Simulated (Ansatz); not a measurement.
# Work function of Ni(111): what the settings cost and change

Aim: the work function of Ni(111) against thickness and vacuum, with the cost.

Program: Ansatz 0.2.0. Level of theory: plane-wave DFT, PBE, Ansatz PAW. Values are calculated unless marked as measured.

Experimental background.

For Ni (clean (111) face, a compiled value), “Anisotropic work function of elemental crystals” (2019, arxiv:1902.07811) quotes earlier work: work function (clean (111) face, a compiled value) 5.36 eV.

This is a report of a sequence of runs, with the program logs left out and the cost of each run kept.

### 1. The system as given

The cell holds 1 atom: 1 Ni. Cell: a = 2.489 Å, b = 2.489 Å, c = 18.000 Å, α = 90.0°, β = 90.0°, γ = 60.0°. Vacuum lies along c.

### 2. Slab, setting 1 layer

A work function rests on the faint tail of the density, so the SCF threshold is tight. The slab grows from one layer, at fixed mesh and 18 Å of vacuum; then the vacuum is varied on one slab.

File input.yaml:

```yaml
crystal:
  lattice:
    - [2.4890158698, 0.0, 0.0]
    - [1.2445079349, 2.1555509736, 0.0]
    - [0.0, 0.0, 18.0]
  atoms:
    - { symbol: Ni, position: [0.6666666667, 0.6666666667, 0.5], spin: 0.7 }
magnetization:
  spin_polarized: true
kpoints:
  mp_grid: { grid: [19, 19, 1] }
hamiltonian:
  xc: pbe
scf:
  occupations: { method: fermi_dirac, width: 0.1 }
  convergence: { dr2_threshold: 1.0e-09 }
efield:
  axis: 3
  dipole_correction: true
  ramp_position: 0.97
  ramp_width: 0.06
output:
  write_potential: true
  write_density: true
  volumetric_format: npy
  elf: true
```

The run is started by

```sh
> ansatz run input.yaml --threads 4 --pin off --max-ram 6144MiB --backend cpu --events-out ev --progress --plain --runs-dir out
```

Elapsed: 14 s, on 4 threads of Arm Neoverse N1, shared host; peak memory 0.46 GiB; 37 s of CPU time.

This step gave:

- energy at zero smearing: -5838.4301 eV
- total moment: 0.8943 μB
- site moments: 0.9486 μB
- work function, upper face: 5.347 eV

Running mean over 2.032 Å of the planar mean; the ramp of the sawtooth is left out. Table of electron's electrostatic potential energy less the Fermi level by z:

```csv
z (Å),electron's electrostatic potential energy less the Fermi level (eV)
3.0,5.35
3.5,5.35
4.0,5.35
4.5,5.35
5.0,5.34
5.5,5.34
6.0,5.31
6.5,5.19
7.0,4.71
7.5,2.59
8.0,-2.92
8.5,-8.19
9.0,-9.68
9.5,-8.19
10.0,-2.92
10.5,2.59
11.0,4.71
11.5,5.19
12.0,5.31
12.5,5.34
13.0,5.34
13.5,5.35
14.0,5.35
14.5,5.35
15.0,5.35
```

Site moment by atom:

```csv
atom,site moment (μB)
Ni1,0.949
```

Spin density in the ca plane at fractional y = 0.667, with atoms of Ni within 0.2 Å of it.

Values in e/Å³, 5 rows by 16 columns, each cell a mean:
```
0.0 0.0 0.0 0.0 0.0 0.0 0.0 0.2 0.3 0.0 0.0 0.0 0.0 0.0 0.0 0.0
0.0 0.0 0.0 0.0 0.0 0.0 0.0 0.5 1.0 0.0 0.0 0.0 0.0 0.0 0.0 0.0
0.0 0.0 0.0 0.0 0.0 0.0 0.0 0.2 0.3 0.0 0.0 0.0 0.0 0.0 0.0 0.0
0.0 0.0 0.0 0.0 0.0 0.0 0.0 0.0 0.0 0.0 0.0 0.0 0.0 0.0 0.0 0.0
0.0 0.0 0.0 0.0 0.0 0.0 0.0 0.0 0.0 0.0 0.0 0.0 0.0 0.0 0.0 0.0
```
Columns run along c (18.0 Å), rows up along a (2.5 Å). Atoms in or near the plane, at fractional coordinates: Ni at (0.50, 0.67).

ELF of down spins in the ca plane at fractional y = 0.667, with atoms of Ni within 0.2 Å of it. It is the smooth field of the valence electrons, not physical close to the nuclei.

Values, 5 rows by 16 columns, each cell a mean:
```
0.00 0.00 0.00 0.00 0.00 0.01 0.12 0.24 0.28 0.15 0.02 0.00 0.00 0.00 0.00 0.00
0.00 0.00 0.00 0.00 0.00 0.01 0.13 0.37 0.45 0.16 0.02 0.00 0.00 0.00 0.00 0.00
0.00 0.00 0.00 0.00 0.00 0.01 0.12 0.23 0.26 0.14 0.02 0.00 0.00 0.00 0.00 0.00
0.00 0.00 0.00 0.00 0.00 0.01 0.12 0.24 0.24 0.15 0.02 0.00 0.00 0.00 0.00 0.00
0.00 0.00 0.00 0.00 0.00 0.01 0.12 0.24 0.23 0.15 0.02 0.00 0.00 0.00 0.00 0.00
```
Columns run along c (18.0 Å), rows up along a (2.5 Å). Atoms in or near the plane, at fractional coordinates: Ni at (0.50, 0.67).

Electrostatic potential energy in the ca plane at fractional y = 0.667, with atoms of Ni within 0.2 Å of it. With pseudopotentials it is smooth inside the atoms' cores, unlike the true potential.

Ten even steps from '0' (-38 eV) to '9' (3 eV), each cell a mean:
```
99999999999999999999610389999999999999999999
99999999999999999998300079999999999999999999
99999999999999999998200069999999999999999999
99999999999999999998400179999999999999999999
99999999999999999999721489999999999999999999
99999999999999999999877899999999999999999999
99999999999999999999988899999999999999999999
99999999999999999999866799999999999999999999
```
Columns run along c (18.0 Å; values clipped at the 3rd and 97th percentile), rows up along a (2.5 Å). Atoms in or near the plane, at fractional coordinates: Ni at (0.50, 0.67).

The work function is 5.347 eV.

### 3. Slab, 2 atoms

System of this step: Ni(111). The cell holds 2 atoms: 2 Ni. Its edges and angles: a = 2.489 Å, b = 2.489 Å, c = 20.032 Å, α = 90.0°, β = 90.0°, γ = 60.0°. Vacuum lies along c.

input.yaml, the sections that differ from step 2:

```yaml
crystal:
  lattice:
    - [2.4890158698, 0.0, 0.0]
    - [1.2445079349, 2.1555509736, 0.0]
    - [0.0, 0.0, 20.0322729475]
  atoms:
    - { symbol: Ni, position: [0.6666666667, 0.6666666667, 0.4492750285], spin: 0.7 }
    - { symbol: Ni, position: [0.0, 0.0, 0.5507249715], spin: 0.7 }
output:
  write_potential: true
  write_density: true
  volumetric_format: npy
# magnetization, kpoints, hamiltonian, scf, efield: as in step 2
```

Run time: 23 s. Hardware: 4 threads; peak memory 0.5 GiB.

The work function is 5.050 eV, -0.297 eV from the run “1 layer”, at 1.8 times its CPU time.

### 4. Slab, 3 atoms

System of this step: Ni(111). The cell holds 3 atoms: 3 Ni. Its edges and angles: a = 2.489 Å, b = 2.489 Å, c = 22.065 Å, α = 90.0°, β = 90.0°, γ = 60.0°. Vacuum lies along c.

input.yaml, the sections that differ from step 3:

```yaml
crystal:
  lattice:
    - [2.4890158698, 0.0, 0.0]
    - [1.2445079349, 2.1555509736, 0.0]
    - [0.0, 0.0, 22.0645458951]
  atoms:
    - { symbol: Ni, position: [0.3333333333, 0.3333333333, 0.4078941866], spin: 0.7 }
    - { symbol: Ni, position: [0.6666666667, 0.6666666667, 0.5], spin: 0.7 }
    - { symbol: Ni, position: [0.0, 0.0, 0.5921058134], spin: 0.7 }
# magnetization, kpoints, hamiltonian, scf, efield, output: as in step 3
```

Wall time 39 s (4 threads); peak memory 0.61 GiB.

The work function is 5.057 eV, +0.007 eV from the run “2 layers”, at 1.7 times its CPU time.

### 5. Slab, 4 atoms

System of this step: Ni(111). The cell holds 4 atoms: 4 Ni. Cell: a = 2.489 Å, b = 2.489 Å, c = 24.097 Å, α = 90.0°, β = 90.0°, γ = 60.0°. Vacuum lies along c.

input.yaml, the sections that differ from step 4:

```yaml
crystal:
  lattice:
    - [2.4890158698, 0.0, 0.0]
    - [1.2445079349, 2.1555509736, 0.0]
    - [0.0, 0.0, 24.0968188426]
  atoms:
    - { symbol: Ni, position: [0.0, 0.0, 0.3734932839], spin: 0.7 }
    - { symbol: Ni, position: [0.3333333333, 0.3333333333, 0.4578310946], spin: 0.7 }
    - { symbol: Ni, position: [0.6666666667, 0.6666666667, 0.5421689054], spin: 0.7 }
    - { symbol: Ni, position: [0.0, 0.0, 0.6265067161], spin: 0.7 }
# magnetization, kpoints, hamiltonian, scf, efield, output: as in step 4
```

It took 66 s on 4 threads; peak memory 0.73 GiB.

The work function is 5.077 eV, +0.021 eV from the run “3 layers”, at 1.8 times its CPU time.

### 6. Run, 5 atoms

System of this step: Ni(111). The cell holds 5 atoms: 5 Ni. Cell: a = 2.489 Å, b = 2.489 Å, c = 26.129 Å, α = 90.0°, β = 90.0°, γ = 60.0°. Vacuum lies along c.

input.yaml, the sections that differ from step 5:

```yaml
crystal:
  lattice:
    - [2.4890158698, 0.0, 0.0]
    - [1.2445079349, 2.1555509736, 0.0]
    - [0.0, 0.0, 26.1290917902]
  atoms:
    - { symbol: Ni, position: [0.6666666667, 0.6666666667, 0.3444436597], spin: 0.7 }
    - { symbol: Ni, position: [0.0, 0.0, 0.4222218298], spin: 0.7 }
    - { symbol: Ni, position: [0.3333333333, 0.3333333333, 0.5], spin: 0.7 }
    - { symbol: Ni, position: [0.6666666667, 0.6666666667, 0.5777781702], spin: 0.7 }
    - { symbol: Ni, position: [0.0, 0.0, 0.6555563403], spin: 0.7 }
# magnetization, kpoints, hamiltonian, scf, efield, output: as in step 5
```

The job ended after 94 s (4 threads; peak memory 0.9 GiB; 4.7 min of CPU time).

The work function is 5.069 eV, -0.009 eV from the run “4 layers”, at 1.4 times its CPU time.

### 7. Run, 6 atoms

System of this step: Ni(111). The cell holds 6 atoms: 6 Ni. Cell: a = 2.489 Å, b = 2.489 Å, c = 28.161 Å, α = 90.0°, β = 90.0°, γ = 60.0°. Vacuum lies along c.

input.yaml, the sections that differ from step 6:

```yaml
crystal:
  lattice:
    - [2.4890158698, 0.0, 0.0]
    - [1.2445079349, 2.1555509736, 0.0]
    - [0.0, 0.0, 28.1613647377]
  atoms:
    - { symbol: Ni, position: [0.3333333333, 0.3333333333, 0.3195867844], spin: 0.7 }
    - { symbol: Ni, position: [0.6666666667, 0.6666666667, 0.3917520706], spin: 0.7 }
    - { symbol: Ni, position: [0.0, 0.0, 0.4639173569], spin: 0.7 }
    - { symbol: Ni, position: [0.3333333333, 0.3333333333, 0.5360826431], spin: 0.7 }
    - { symbol: Ni, position: [0.6666666667, 0.6666666667, 0.6082479294], spin: 0.7 }
    - { symbol: Ni, position: [0.0, 0.0, 0.6804132156], spin: 0.7 }
# magnetization, kpoints, hamiltonian, scf, efield, output: as in step 6
```

Run time: 2.1 min. Hardware: 4 threads; peak memory 1.1 GiB.

The work function is 5.069 eV, +0.001 eV from the run “5 layers”, at 1.4 times its CPU time.

### 8. Run, 8 atoms

System of this step: Ni(111). The cell holds 8 atoms: 8 Ni. Cell: a = 2.489 Å, b = 2.489 Å, c = 32.226 Å, α = 90.0°, β = 90.0°, γ = 60.0°. Vacuum lies along c.

input.yaml, the sections that differ from step 7:

```yaml
crystal:
  lattice:
    - [2.4890158698, 0.0, 0.0]
    - [1.2445079349, 2.1555509736, 0.0]
    - [0.0, 0.0, 32.2259106328]
  atoms:
    - { symbol: Ni, position: [0.6666666667, 0.6666666667, 0.2792783764], spin: 0.7 }
    - { symbol: Ni, position: [0.0, 0.0, 0.3423416974], spin: 0.7 }
    - { symbol: Ni, position: [0.3333333333, 0.3333333333, 0.4054050185], spin: 0.7 }
    - { symbol: Ni, position: [0.6666666667, 0.6666666667, 0.4684683395], spin: 0.7 }
    - { symbol: Ni, position: [0.0, 0.0, 0.5315316605], spin: 0.7 }
    - { symbol: Ni, position: [0.3333333333, 0.3333333333, 0.5945949815], spin: 0.7 }
    - { symbol: Ni, position: [0.6666666667, 0.6666666667, 0.6576583026], spin: 0.7 }
    - { symbol: Ni, position: [0.0, 0.0, 0.7207216236], spin: 0.7 }
# magnetization, kpoints, hamiltonian, scf, efield, output: as in step 7
```

Wall time 3.1 min (4 threads); peak memory 1.5 GiB; 10 min of CPU time.

The work function is 5.066 eV, -0.003 eV from the run “6 layers”, at 1.6 times its CPU time.

### 9. Run, 10 atoms

System of this step: Ni(111). The cell holds 10 atoms: 10 Ni. Its edges and angles: a = 2.489 Å, b = 2.489 Å, c = 36.290 Å, α = 90.0°, β = 90.0°, γ = 60.0°. Vacuum lies along c.

input.yaml, the sections that differ from step 8:

```yaml
crystal:
  lattice:
    - [2.4890158698, 0.0, 0.0]
    - [1.2445079349, 2.1555509736, 0.0]
    - [0.0, 0.0, 36.2904565279]
  atoms:
    - { symbol: Ni, position: [0.0, 0.0, 0.2479990846], spin: 0.7 }
    - { symbol: Ni, position: [0.3333333333, 0.3333333333, 0.3039992881], spin: 0.7 }
    - { symbol: Ni, position: [0.6666666667, 0.6666666667, 0.3599994915], spin: 0.7 }
    - { symbol: Ni, position: [0.0, 0.0, 0.4159996949], spin: 0.7 }
    - { symbol: Ni, position: [0.3333333333, 0.3333333333, 0.4719998983], spin: 0.7 }
    - { symbol: Ni, position: [0.6666666667, 0.6666666667, 0.5280001017], spin: 0.7 }
    - { symbol: Ni, position: [0.0, 0.0, 0.5840003051], spin: 0.7 }
    - { symbol: Ni, position: [0.3333333333, 0.3333333333, 0.6400005085], spin: 0.7 }
    - { symbol: Ni, position: [0.6666666667, 0.6666666667, 0.6960007119], spin: 0.7 }
    - { symbol: Ni, position: [0.0, 0.0, 0.7520009154], spin: 0.7 }
# magnetization, kpoints, hamiltonian, scf, efield, output: as in step 8
```

The job ended after 5.5 min (4 threads; peak memory 2.1 GiB; 18 min of CPU time).

The work function is 5.065 eV, -0.001 eV from the run “8 layers”, at 1.8 times its CPU time.

### 10. Slab, 13 atoms

System of this step: Ni(111). The cell holds 13 atoms: 13 Ni. Its edges and angles: a = 2.489 Å, b = 2.489 Å, c = 42.387 Å, α = 90.0°, β = 90.0°, γ = 60.0°. Vacuum lies along c.

input.yaml, the sections that differ from step 9:

```yaml
crystal:
  lattice:
    - [2.4890158698, 0.0, 0.0]
    - [1.2445079349, 2.1555509736, 0.0]
    - [0.0, 0.0, 42.3872753706]
  atoms:
    - { symbol: Ni, position: [0.0, 0.0, 0.2123278725], spin: 0.7 }
    - { symbol: Ni, position: [0.3333333333, 0.3333333333, 0.2602732271], spin: 0.7 }
    - { symbol: Ni, position: [0.6666666667, 0.6666666667, 0.3082185817], spin: 0.7 }
    - { symbol: Ni, position: [0.0, 0.0, 0.3561639362], spin: 0.7 }
    - { symbol: Ni, position: [0.3333333333, 0.3333333333, 0.4041092908], spin: 0.7 }
    - { symbol: Ni, position: [0.6666666667, 0.6666666667, 0.4520546454], spin: 0.7 }
    - { symbol: Ni, position: [0.0, 0.0, 0.5], spin: 0.7 }
    - { symbol: Ni, position: [0.3333333333, 0.3333333333, 0.5479453546], spin: 0.7 }
    - { symbol: Ni, position: [0.6666666667, 0.6666666667, 0.5958907092], spin: 0.7 }
    - { symbol: Ni, position: [0.0, 0.0, 0.6438360638], spin: 0.7 }
    - { symbol: Ni, position: [0.3333333333, 0.3333333333, 0.6917814183], spin: 0.7 }
    - { symbol: Ni, position: [0.6666666667, 0.6666666667, 0.7397267729], spin: 0.7 }
    - { symbol: Ni, position: [0.0, 0.0, 0.7876721275], spin: 0.7 }
# magnetization, kpoints, hamiltonian, scf, efield, output: as in step 9
```

It took 9.6 min on 4 threads; peak memory 3 GiB.

The work function is 5.067 eV, +0.002 eV from the run “10 layers”, at 1.7 times its CPU time.

### 11. Run, 7 atoms

System of this step: Ni(111). The cell holds 7 atoms: 7 Ni. Cell: a = 2.489 Å, b = 2.489 Å, c = 22.194 Å, α = 90.0°, β = 90.0°, γ = 60.0°. Vacuum lies along c.

input.yaml, the sections that differ from step 10:

```yaml
crystal:
  lattice:
    - [2.4890158698, 0.0, 0.0]
    - [1.2445079349, 2.1555509736, 0.0]
    - [0.0, 0.0, 22.1936376853]
  atoms:
    - { symbol: Ni, position: [0.0, 0.0, 0.2252897912], spin: 0.7 }
    - { symbol: Ni, position: [0.3333333333, 0.3333333333, 0.3168598608], spin: 0.7 }
    - { symbol: Ni, position: [0.6666666667, 0.6666666667, 0.4084299304], spin: 0.7 }
    - { symbol: Ni, position: [0.0, 0.0, 0.5], spin: 0.7 }
    - { symbol: Ni, position: [0.3333333333, 0.3333333333, 0.5915700696], spin: 0.7 }
    - { symbol: Ni, position: [0.6666666667, 0.6666666667, 0.6831401392], spin: 0.7 }
    - { symbol: Ni, position: [0.0, 0.0, 0.7747102088], spin: 0.7 }
# magnetization, kpoints, hamiltonian, scf, efield, output: as in step 10
```

Elapsed: 2.2 min, on 4 threads; peak memory 1 GiB; 6.8 min of CPU time.

The work function is 5.062 eV. The program marks this work function as in doubt.

### 12. Slab, 7 atoms

The cell differs from the one that the last finished run ended in (c 22.194 → 26.194 Å).

input.yaml, the sections that differ from step 11:

```yaml
crystal:
  lattice:
    - [2.4890158698, 0.0, 0.0]
    - [1.2445079349, 2.1555509736, 0.0]
    - [0.0, 0.0, 26.1936376853]
  atoms:
    - { symbol: Ni, position: [0.0, 0.0, 0.2672404682], spin: 0.7 }
    - { symbol: Ni, position: [0.3333333333, 0.3333333333, 0.3448269788], spin: 0.7 }
    - { symbol: Ni, position: [0.6666666667, 0.6666666667, 0.4224134894], spin: 0.7 }
    - { symbol: Ni, position: [0.0, 0.0, 0.5], spin: 0.7 }
    - { symbol: Ni, position: [0.3333333333, 0.3333333333, 0.5775865106], spin: 0.7 }
    - { symbol: Ni, position: [0.6666666667, 0.6666666667, 0.6551730212], spin: 0.7 }
    - { symbol: Ni, position: [0.0, 0.0, 0.7327595318], spin: 0.7 }
# magnetization, kpoints, hamiltonian, scf, efield, output: as in step 11
```

It took 2.3 min on 4 threads; peak memory 1.2 GiB.

The work function is 5.066 eV, +0.004 eV from the run “7 layers, 10 Å of vacuum”, at 1.2 times its CPU time.

### 13. Run, 7 atoms (run 2)

The cell differs from the one that the last finished run ended in (c 26.194 → 38.194 Å).

input.yaml, the sections that differ from step 12:

```yaml
crystal:
  lattice:
    - [2.4890158698, 0.0, 0.0]
    - [1.2445079349, 2.1555509736, 0.0]
    - [0.0, 0.0, 38.1936376853]
  atoms:
    - { symbol: Ni, position: [0.0, 0.0, 0.3403708258], spin: 0.7 }
    - { symbol: Ni, position: [0.3333333333, 0.3333333333, 0.3935805505], spin: 0.7 }
    - { symbol: Ni, position: [0.6666666667, 0.6666666667, 0.4467902753], spin: 0.7 }
    - { symbol: Ni, position: [0.0, 0.0, 0.5], spin: 0.7 }
    - { symbol: Ni, position: [0.3333333333, 0.3333333333, 0.5532097247], spin: 0.7 }
    - { symbol: Ni, position: [0.6666666667, 0.6666666667, 0.6064194495], spin: 0.7 }
    - { symbol: Ni, position: [0.0, 0.0, 0.6596291742], spin: 0.7 }
# magnetization, kpoints, hamiltonian, scf, efield, output: as in step 12
```

Wall time 3 min (4 threads); peak memory 1.5 GiB; 10 min of CPU time.

The work function is 5.066 eV, -0.000 eV from the run “7 layers, 14 Å of vacuum”, at 1.3 times its CPU time.

### 14. The series together

Times are for 4 threads of Arm Neoverse N1, shared host. Results by setting:

```csv
no.,setting,"work function, upper face (eV)",time,memory (GiB)
1,1 layer,5.347,14 s,0.46
2,2 layers,5.050,23 s,0.5
3,3 layers,5.057,39 s,0.61
4,4 layers,5.077,66 s,0.73
5,5 layers,5.069,94 s,0.9
6,6 layers,5.069,2.1 min,1.1
7,8 layers,5.066,3.1 min,1.5
8,10 layers,5.065,5.5 min,2.1
9,13 layers,5.067,9.6 min,3.0
10,"7 layers, 10 Å of vacuum",5.062,2.2 min,1.0
11,"7 layers, 14 Å of vacuum",5.066,2.3 min,1.2
12,"7 layers, 26 Å of vacuum",5.066,3 min,1.5
```

### 15. Varying the input

System of this step: Ni(111) monolayer. The cell holds 1 atom: 1 Ni. Cell: a = 2.489 Å, b = 2.489 Å, c = 18.000 Å, α = 90.0°, β = 90.0°, γ = 60.0°. Vacuum lies along c.

An input spoilt on purpose, to show how the run answers: it repeats the earlier run “1 layer” with efield.amplitude to 5.0, and scf.max_iter set to 75; its output block differs too.

input.yaml, the sections that differ from step 13:

```yaml
crystal:
  lattice:
    - [2.4890158698, 0.0, 0.0]
    - [1.2445079349, 2.1555509736, 0.0]
    - [0.0, 0.0, 18.0]
  atoms:
    - { symbol: Ni, position: [0.6666666667, 0.6666666667, 0.5], spin: 0.7 }
scf:
  occupations: { method: fermi_dirac, width: 0.1 }
  convergence: { dr2_threshold: 1.0e-09 }
  max_iter: 75
efield:
  axis: 3
  dipole_correction: true
  ramp_position: 0.97
  ramp_width: 0.06
  amplitude: 5.0
# magnetization, kpoints, hamiltonian, output: as in step 13
```

The job ended after 20 s (4 threads; peak memory 0.46 GiB).

```csv
quantity,this run,earlier run,difference
total moment (μB),0.8894,0.8943,-0.0049
```

In so strong a field the program warns of density in the ramp of the sawtooth; these numbers are not the system's.

### 16. Outcome

```json
{
 "work function, 1 layer": "5.347 eV",
 "work function, 2 layers": "5.050 eV",
 "work function, 6 layers": "5.069 eV",
 "work function, 13 layers": "5.067 eV"
}
```

In words: The thickest slab gives 5.07 eV, and the settings tried spread the value from 5.05 to 5.35 eV. At 18 Å of vacuum, the slabs from 2 layers on stay within 0.02 eV of the thickest. Going from 10 to 26 Å of vacuum moves it by 0.004 eV. The program marks the value as in doubt in “7 layers, 10 Å of vacuum”. The ladder's slabs use the tabulated experimental lattice constant (two decimals; a low-temperature value for the alkali metals). The magnetic order is the one reached from the typed start; other orders were not compared. In 1 run of the series (7 layers, 10 Å of vacuum) the program warns that electrons reach the sawtooth's ramp, which makes dipole and work function less sure.

Comparison with the measured values:

| quantity | measured | 13 layers |
| --- | --- | --- |
| work function (clean (111) face, a compiled value) (eV) | 5.36 | 5.07 (-0.29 eV) |

Measured values from arxiv:1902.07811 (2019).

Verdict: The work function is off by -0.29 eV: fair agreement. No cell relaxation is part of this session.

[Long decimals in the printed logs are rounded to 6 places.]

[Logs are printed without paths, hosts, clocks, repeated set-up lines and the standing remarks that a program may print on its own settings, such as how far it seeks lower states.]

[Hosts, paths, dates, database ids (printed as entryN), source tags and the programs' standing remarks are cut or masked in the printed files.]

[Maps of the electrostatic potential energy from Ansatz leave out the sawtooth potential of an applied field or a dipole correction, so their vacuum need not be flat; planar profiles and work functions include it.]
